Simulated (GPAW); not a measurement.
# Screening of a field by W2N(OH)2 MXene monolayer, part 2 of 2

Wanted: the out-of-plane polarisability of W2N(OH)2 MXene monolayer.

GPAW 26.7.0; GPAW, PAW setups; layer in a repeated cell with vacuum, relaxation of atoms and in-plane cell (the session's first sound run).

So far, dipole along the normal (e·Å): step 2 (relaxing the atoms) 3.6e-4; step 3 (the slab's potential) 9.4e-4; step 4 (field on) -0.0983; step 5 (In a field) -0.0491.

### 7. Field on (continued)

Level of this step: GPAW, PAW setups; slab in vacuum (GPAW).

The electrostatic potential energy of an electron (without an applied field's), less the Fermi level, planar mean oscillates, so the rows of the table below give means over windows of 2.01 Å about each position, cut where the curve ends. Its maxima inside the range that stand out by 2 % of the span (Å: eV): 8.3: -1.03, 9.5: -6.82, 11.5: -6.71, 12.4: -6.76, 14.4: -7.08, 15.6: -1.41. Its minima: 8.0: -2.24, 9.0: -13.4, 10.4: -32.2, 12.0: -15.7, 13.5: -32.3, 14.9: -13.8, 15.9: -2.65.

Table of electrostatic potential energy of an electron (without an applied field's), less the Fermi level, planar mean by z; means over each step:

```csv
z (Å),"electrostatic potential energy of an electron (without an applied field's), less the Fermi level, planar mean (eV)"
1.00,3.08
3.01,3.10
5.02,2.98
7.03,1.08
9.04,-8.21
11.05,-18.4
13.06,-18.8
15.07,-6.83
17.08,1.06
19.09,2.37
21.10,2.45
23.11,2.47
```

### 8. In a field

File run.py:

```python
import json
import numpy as np
from ase import Atoms
from gpaw import GPAW, PW
from gpaw.external import ConstantElectricField

slab = Atoms(
    ['H', 'O', 'W', 'N', 'W', 'O', 'H'],
    positions=[
        [0.00000, 1.60842, 8.00000],
        [0.00000, 1.60842, 8.98694],
        [1.39293, 0.80421, 10.45243],
        [-0.00000, -0.00000, 11.95038],
        [0.00000, 1.60842, 13.44832],
        [1.39293, 0.80421, 14.91381],
        [1.39293, 0.80421, 15.90074]],
    cell=[[2.78587, 0.0, 0.0], [-1.39293, 2.41263, 0.0], [0.0, 0.0, 23.9007]],
    pbc=[True, True, False])

slab.calc = GPAW(mode=PW(500), xc='PBE', kpts={'size': (12, 12, 1), 'gamma': True},
                 occupations={'name': 'fermi-dirac', 'width': 0.05}, nbands='160%',
                 convergence={'density': 1e-05}, maxiter=200,
                 poissonsolver={'dipolelayer': 'xy'},
                 external=ConstantElectricField(0.1, [0, 0, 1]),
                 symmetry={'tolerance': 1e-3}, txt='slab.txt')
result = {}
energy = slab.get_potential_energy()
fermi = slab.calc.get_fermi_level()
v = slab.calc.get_electrostatic_potential().mean((0, 1)) - fermi
n = slab.calc.get_pseudo_density().mean((0, 1))
L = slab.cell[2, 2]
z = np.arange(len(v)) * L / len(v)
low, high = slab.positions[:, 2].min(), slab.positions[:, 2].max()
below, above = np.interp([low - 5.8, high + 5.8], z, v)
slopes = [np.interp(x, z, np.gradient(v, z)) for x in (low - 5.8, high + 5.8)]
eps = np.array([[slab.calc.get_eigenvalues(k, s) for k in range(len(slab.calc.get_ibz_k_points()))]
                for s in range(slab.calc.get_number_of_spins())]) - fermi
top, bottom = eps[eps < 0].max(), eps[eps > 0].min()
dipole = slab.get_dipole_moment()[2]
print(f'energy {energy:.4f} eV, Fermi level {fermi:.4f} eV, dipole {dipole:.5f} e A')
print(f'potential 5.8 A off the faces, from the Fermi level: lower {below:.4f} eV, upper {above:.4f} eV')
print(f'slope of the potential there: lower {slopes[0]:.5f}, upper {slopes[1]:.5f} eV/A')
print(f'nearest levels on the mesh: {top:.4f} and {bottom:.4f} eV')
print('magnetic moment', round(slab.get_magnetic_moment(), 3))
result.update(energy=energy, fermi=fermi, dipole=dipole, below=below, above=above, slopes=slopes, edges=[top, bottom],
              z=z.tolist(), v=v.tolist(), n=n.tolist(), positions=slab.positions.tolist(),
              forces=slab.get_forces(apply_constraint=False).tolist(), moments=slab.get_magnetic_moments().tolist())
json.dump(result, open('result.json', 'w'))
```

The run is started by

```
> OMP_NUM_THREADS=1 OPENBLAS_NUM_THREADS=1 python run.py
```

What it wrote:

```text
energy -50.4663 eV, Fermi level 2.8430 eV, dipole 0.04908 e A
potential 5.8 A off the faces, from the Fermi level: lower 3.4422 eV, upper 2.1215 eV
slope of the potential there: lower -0.00362, upper 0.00234 eV/A
nearest levels on the mesh: -0.0183 and 0.0120 eV
magnetic moment 0.0
```

Run time: 4.3 min. Hardware: 1 thread of Intel Xeon Platinum 8375C at 2.90GHz (Ice Lake), shared host; peak memory 0.53 GiB.

The dipole is now 0.0491 e Å, against 9.4e-4 in the run without a field.

### 9. In a field

Edit run.py of step 8 so:

```diff
@@ -23,3 +23,3 @@
                  poissonsolver={'dipolelayer': 'xy'},
-                 external=ConstantElectricField(0.1, [0, 0, 1]),
+                 external=ConstantElectricField(0.2, [0, 0, 1]),
                  symmetry={'tolerance': 1e-3}, txt='slab.txt')
```

What it wrote:

```text
energy -50.4737 eV, Fermi level 2.8377 eV, dipole 0.09829 e A
potential 5.8 A off the faces, from the Fermi level: lower 4.1192 eV, upper 1.4745 eV
slope of the potential there: lower -0.00488, upper 0.00208 eV/A
nearest levels on the mesh: -0.0185 and 0.0116 eV
magnetic moment 0.0
```

Wall time 4.3 min (1 thread); peak memory 0.53 GiB.

The dipole is now 0.0983 e Å, against 9.4e-4 in the run without a field.

### 10. Field on

Edit run.py of step 9 so:

```diff
@@ -23,3 +23,3 @@
                  poissonsolver={'dipolelayer': 'xy'},
-                 external=ConstantElectricField(0.2, [0, 0, 1]),
+                 external=ConstantElectricField(0.3, [0, 0, 1]),
                  symmetry={'tolerance': 1e-3}, txt='slab.txt')
```

What it wrote:

```text
energy -50.4861 eV, Fermi level 2.8281 eV, dipole 0.14791 e A
potential 5.8 A off the faces, from the Fermi level: lower 4.8133 eV, upper 0.8344 eV
slope of the potential there: lower -0.00727, upper 0.00194 eV/A
nearest levels on the mesh: -0.0162 and 0.0109 eV
magnetic moment 0.0
```

Run time: 3.9 min. Hardware: 1 thread; peak memory 0.54 GiB.

The dipole is now 0.148 e Å, against 9.4e-4 in the run without a field.

### 11. The series

The members are put on one axis.

This step: induced dipole against applied field (GPAW 26.7.0).

The dipole along the normal by field:

```csv
field (V/Å),dipole along the normal (e·Å)
-0.200,-0.0983
-0.100,-0.0491
-0.050,-0.0245
0.000,9.4e-4
0.050,0.0245
0.100,0.0491
0.200,0.0983
0.300,0.148
```

### 12. Summary of results

```json
{
  "work function, upper and lower face": "2.765 and 2.788 eV",
  "dipole along the normal": "9.4e-4 e Å",
  "induced dipole per field": "0.492 e Å per V/Å",
  "out-of-plane polarisability per area, α/(ε0 A)": "13.2 Å"
}
```

The field induces 0.492 e Å per V/Å, a polarisable thickness α/(ε0 A) of 13.2 Å beside 7.90 Å between the outermost nuclei. A perfect conductor would give the distance between its two image planes; a dielectric of thickness t gives t(1 - 1/ε). The induced dipole is linear in the field over this range. The starting lattice was a guess from atomic radii; the relaxation moved it by -9 %. The small printed dipole stands for a step of -25 meV from the lower to the upper face, and the probes find -23 meV; values this small are near the numerical noise of both. The cell holds an odd number of electrons, so without spin polarisation it must come out metallic and without a moment, whatever its true state. The layer's cell and atoms come from the relaxation; spin-orbit coupling and temperature are left out.

[Logs are printed without paths, hosts, clocks, repeated set-up lines and the standing remarks that a program may print on its own settings, such as how far it seeks lower states.]

[Hosts, paths, dates, database ids (printed as entryN), source tags and the programs' standing remarks are cut or masked in the printed files.]
